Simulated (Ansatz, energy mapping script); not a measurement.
# YNiO2 in the infinite layer structure: energy mapping under PBE+U (6 eV), part 2 of 2

Aim: the exchange couplings of YNiO2 in the infinite layer structure from the energies of a few collinear orders, and the ordering temperature that they give.

PBE with U = 6 eV on Ni d, ortho-atomic projectors; plane waves, U on orthogonalised atomic orbitals unless named otherwise, collinear spin, no spin–orbit coupling.

So far. Step 8 (Parallel start in cell C (8 atoms)): The run ends ferromagnetic. For each magnetic atom its energy differs from the parallel run of the first cell by -2.00 meV, an error that one common reference would have brought in. Step 9 (Compensated +− start in cell C (8 atoms)): The run ends antiferromagnetic, 13.06 meV a magnetic atom above the parallel order of its cell.

## Step 10: Order 7: parallel, cell D of 8 atoms

This run holds the same structure in another cell (a 5.009 → 3.103 Å, b 5.009 → 3.932 Å, c 5.009 → 7.865 Å, α 103.4 → 90.0°, β 112.6 → 90.0°, γ 112.6 → 90.0°).

File input.yaml:

```yaml
crystal:
  lattice:
    - [0.0, 0.0, 3.103120039]
    - [3.932394766, 0.0, 0.0]
    - [0.0, 7.864789532, 0.0]
  atoms:
    - { symbol: "Y", position: [0.5, 0.5, 0.25] }
    - { symbol: "Y", position: [0.5, 0.5, 0.75] }
    - { symbol: Ni, position: [0.0, 0.0, 0.0], spin: 2.0 }
    - { symbol: Ni, position: [0.0, 0.0, 0.5], spin: 2.0 }
    - { symbol: O, position: [0.0, 0.5, 0.0] }
    - { symbol: O, position: [0.0, 0.5, 0.5] }
    - { symbol: O, position: [0.0, 0.0, 0.25] }
    - { symbol: O, position: [0.0, 0.0, 0.75] }
magnetization:
  spin_polarized: true
kpoints:
  mp_grid: { grid: [12, 9, 5] }
hamiltonian:
  xc: pbe
  hubbard:
    sites:
      - { species: Ni, l: d, u_eff: 6.0 }
      - { site: 2, l: d, u_eff: 6.0, starting_ns: [{ spin: up, occupation_matrix: ni2_major }, { spin: down, occupation_matrix: ni2_minor }] }
      - { site: 3, l: d, u_eff: 6.0, starting_ns: [{ spin: up, occupation_matrix: ni2_major }, { spin: down, occupation_matrix: ni2_minor }] }
    projectors: ortho-atomic
    occupation_matrices:
      ni2_major:
        matrix:
          - [0.928, 0.0, 0.0, 0.0, 0.0]
          - [0.0, 0.981, 0.0, 0.0, 0.0]
          - [0.0, 0.0, 0.981, 0.0, 0.0]
          - [0.0, 0.0, 0.0, 0.946, 0.0]
          - [0.0, 0.0, 0.0, 0.0, 0.987]
      ni2_minor:
        matrix:
          - [0.888, 0.0, 0.0, 0.0, 0.0]
          - [0.0, 0.975, 0.0, 0.0, 0.0]
          - [0.0, 0.0, 0.975, 0.0, 0.0]
          - [0.0, 0.0, 0.0, 0.133, 0.0]
          - [0.0, 0.0, 0.0, 0.0, 0.984]
scf:
  occupations: { method: fermi_dirac, width: 0.05 }
output:
  eigenvalues: true
```

The run is started by

```
ansatz run input.yaml --threads 4 --pin off --max-ram 8192MiB --backend cpu --events-out ev --progress --plain --runs-dir out
```

Wall time 19 s (4 threads of Arm Neoverse V2, shared host); peak memory 1.1 GiB.

The run ends ferromagnetic. For each magnetic atom its energy differs from the parallel run of the first cell by 1.17 meV, an error that one common reference would have brought in.

## Step 11: Run 8 (compensated +−; cell D, 8 atoms)

This order reverses 0 of the 2 neighbours at 3.10 Å, 2 of the 4 neighbours at 3.93 Å and 4 of the 8 neighbours at 5.01 Å, counted for an average magnetic atom.

input.yaml: that of step 10 with these lines changed.

```diff
@@ -9,3 +9,3 @@
     - { symbol: Ni, position: [0.0, 0.0, 0.0], spin: 2.0 }
-    - { symbol: Ni, position: [0.0, 0.0, 0.5], spin: 2.0 }
+    - { symbol: Ni, position: [0.0, 0.0, 0.5], spin: -2.0 }
     - { symbol: O, position: [0.0, 0.5, 0.0] }
@@ -24,3 +24,3 @@
       - { site: 2, l: d, u_eff: 6.0, starting_ns: [{ spin: up, occupation_matrix: ni2_major }, { spin: down, occupation_matrix: ni2_minor }] }
-      - { site: 3, l: d, u_eff: 6.0, starting_ns: [{ spin: up, occupation_matrix: ni2_major }, { spin: down, occupation_matrix: ni2_minor }] }
+      - { site: 3, l: d, u_eff: 6.0, starting_ns: [{ spin: up, occupation_matrix: ni2_minor }, { spin: down, occupation_matrix: ni2_major }] }
     projectors: ortho-atomic
```

It took 11 s on 4 threads; peak memory 1 GiB.

The run ends antiferromagnetic, 29.01 meV a magnetic atom above the parallel order of its cell (energies taken at zero occupation width, not the printed F).

## Step 12: Parallel start in cell E (8 atoms)

This run holds the same structure in another cell (a 3.103 → 3.932 Å, c 7.865 → 6.206 Å).

File input.yaml:

```yaml
crystal:
  lattice:
    - [3.932394766, 0.0, 0.0]
    - [0.0, 3.932394766, 0.0]
    - [0.0, 0.0, 6.206240078]
  atoms:
    - { symbol: "Y", position: [0.5, 0.5, 0.25] }
    - { symbol: "Y", position: [0.5, 0.5, 0.75] }
    - { symbol: Ni, position: [0.0, 0.0, 0.0], spin: 2.0 }
    - { symbol: Ni, position: [0.0, 0.0, 0.5], spin: 2.0 }
    - { symbol: O, position: [0.5, 0.0, 0.0] }
    - { symbol: O, position: [0.5, 0.0, 0.5] }
    - { symbol: O, position: [0.0, 0.5, 0.0] }
    - { symbol: O, position: [0.0, 0.5, 0.5] }
magnetization:
  spin_polarized: true
kpoints:
  mp_grid: { grid: [9, 9, 6] }
hamiltonian:
  xc: pbe
  hubbard:
    sites:
      - { species: Ni, l: d, u_eff: 6.0 }
      - { site: 2, l: d, u_eff: 6.0, starting_ns: [{ spin: up, occupation_matrix: ni2_major }, { spin: down, occupation_matrix: ni2_minor }] }
      - { site: 3, l: d, u_eff: 6.0, starting_ns: [{ spin: up, occupation_matrix: ni2_major }, { spin: down, occupation_matrix: ni2_minor }] }
    projectors: ortho-atomic
    occupation_matrices:
      ni2_major:
        matrix:
          - [0.928, 0.0, 0.0, 0.0, 0.0]
          - [0.0, 0.981, 0.0, 0.0, 0.0]
          - [0.0, 0.0, 0.981, 0.0, 0.0]
          - [0.0, 0.0, 0.0, 0.946, 0.0]
          - [0.0, 0.0, 0.0, 0.0, 0.987]
      ni2_minor:
        matrix:
          - [0.888, 0.0, 0.0, 0.0, 0.0]
          - [0.0, 0.975, 0.0, 0.0, 0.0]
          - [0.0, 0.0, 0.975, 0.0, 0.0]
          - [0.0, 0.0, 0.0, 0.133, 0.0]
          - [0.0, 0.0, 0.0, 0.0, 0.984]
scf:
  occupations: { method: fermi_dirac, width: 0.05 }
output:
  eigenvalues: true
```

The job ended after 14 s (4 threads; peak memory 0.8 GiB; 53 s of CPU time).

The run ends ferromagnetic. For each magnetic atom its energy differs from the parallel run of the first cell by 1.18 meV, an error that one common reference would have brought in.

## Step 13: Run 10 (compensated +−; cell E, 8 atoms)

This order reverses 2 of the 2 neighbours at 3.10 Å, 0 of the 4 neighbours at 3.93 Å and 8 of the 8 neighbours at 5.01 Å, counted for an average magnetic atom.

input.yaml: that of step 12 with these lines changed.

```diff
@@ -9,3 +9,3 @@
     - { symbol: Ni, position: [0.0, 0.0, 0.0], spin: 2.0 }
-    - { symbol: Ni, position: [0.0, 0.0, 0.5], spin: 2.0 }
+    - { symbol: Ni, position: [0.0, 0.0, 0.5], spin: -2.0 }
     - { symbol: O, position: [0.5, 0.0, 0.0] }
@@ -24,3 +24,3 @@
       - { site: 2, l: d, u_eff: 6.0, starting_ns: [{ spin: up, occupation_matrix: ni2_major }, { spin: down, occupation_matrix: ni2_minor }] }
-      - { site: 3, l: d, u_eff: 6.0, starting_ns: [{ spin: up, occupation_matrix: ni2_major }, { spin: down, occupation_matrix: ni2_minor }] }
+      - { site: 3, l: d, u_eff: 6.0, starting_ns: [{ spin: up, occupation_matrix: ni2_minor }, { spin: down, occupation_matrix: ni2_major }] }
     projectors: ortho-atomic
```

Run time: 15 s. Hardware: 4 threads; peak memory 0.82 GiB; 56 s of CPU time.

The run ends antiferromagnetic, 0.87 meV a magnetic atom below the parallel order of its cell (energies taken at zero occupation width, not the printed F).

## Step 14: The fit

Each energy difference is a sum of couplings weighted by the pairs that the order reverses. A few near shells are fitted to the differences by least squares. Energies are those extrapolated to zero occupation width, not the free energies F.

The orders side by side; each is measured from the parallel order in the same cell and on the same mesh:

```
                   order  atoms  energy (meV a magnetic atom)  moments (μB)  moments kept as typed  opposed neighbours at 3.10, 3.93, 5.01 Å
      parallel in cell A      8                          0.00          0.86                    yes                                   0, 0, 0
compensated +− in cell A      8                         28.86          0.92                    yes                                   2, 2, 4
      parallel in cell B      8                          0.00          0.87                    yes                                   0, 0, 0
compensated +− in cell B      8                         16.24          0.92                    yes                                   0, 4, 8
      parallel in cell C      8                          0.00          0.86                    yes                                   0, 0, 0
compensated +− in cell C      8                         13.06          0.92                    yes                                   2, 4, 0
      parallel in cell D      8                          0.00          0.87                    yes                                   0, 0, 0
compensated +− in cell D      8                         29.01          0.90                    yes                                   0, 2, 4
      parallel in cell E      8                          0.00          0.86                    yes                                   0, 0, 0
compensated +− in cell E      8                         -0.87          0.86                    yes                                   2, 0, 8
```

The Heisenberg fit (each pair counts twice, positive J is ferromagnetic):

```
 pair  distance (Å)  neighbours  J (meV)
Ni–Ni          3.10           2   -0.378
Ni–Ni          3.93           4     1.86
Ni–Ni          5.01           8   0.0615
Ni–Ni          5.56           4     2.72
```

These orders cannot tell some unfitted shells from fitted ones: the value at 3.10 Å holds J(3.10) + 4 J(8.45), the value at 3.93 Å holds J(3.93) + 2 J(7.35) and the value at 5.56 Å holds J(5.56) + 2 J(8.33); other unfitted shells add to the values wholly or in part. No temperature is drawn.

Adding the shell at 6.37 Å gives -0.27, 1.9, 0.072, 2.7 and -0.058 meV, an exact solve that tests nothing.

Limits of this fit: the pairs at 6.21 Å are left out of the fit, though near enough to matter; some orders are gapless and others have a gap; the parallel runs differ by 3.2 meV between cells, so mesh or basis is not converged.

## Step 15: Outcome

```yaml
lowest_order_tried: compensated +− in cell E
largest_fitted_value_a_combination_of_shells_ni_ni_at_5p56_a: 2.72 meV
```

**Reading.** Of the orders tried, YNiO2 in the infinite layer structure prefers the order “compensated +− in cell E” under PBE+U (6 eV), with 2 of 2 neighbours at 3.10 Å, 0 of 4 neighbours at 3.93 Å and 8 of 8 neighbours at 5.01 Å opposed. The margin is only 0.87 meV a magnetic atom, within reach of the numerical errors of such runs. The largest fitted value is 2.7 meV, at 5.56 Å. It is a combination of shells that these orders cannot split, so neither its size nor its sign can be laid on that pair alone. The orders also reverse pairs at 6.37 Å, which are not fitted, so the fitted values hold their part too. With 5 differences for 4 couplings the fit misses by 0.68 meV at most, a small part of the spread. In the fitted orders moments change by up to 6.7 % against the parallel run of the same cell, so the mapping is rough. The pairs at 6.21 Å are nearer than the strongest fitted shell or at most 15 % farther, and these orders do not fix their coupling, so no ordering temperature is given. With a near shell that the orders cannot separate, no temperature is given. The fit is in doubt: some orders are gapless and others have a gap and the parallel runs differ by 3.2 meV between cells, so mesh or basis is not converged. The couplings are then rough, the small ones most of all. The cell was built from a prototype and relaxed; a distortion that needs a larger cell, or another structure that the compound may prefer, is not captured.

[Logs and program files are shortened in this print: banners, set-up blocks, solver, clock and traceback lines can be left out without a mark of their own.]

[Logs are printed without paths, hosts, clocks, repeated set-up lines and the standing remarks that a program may print on its own settings, such as how far it seeks lower states.]

[Hosts, paths, dates, database ids (printed as entryN), source tags and the programs' standing remarks are cut or masked in the printed files.]

[Where a cell is said to come from a database of computed structures, the database is the Materials Project.]
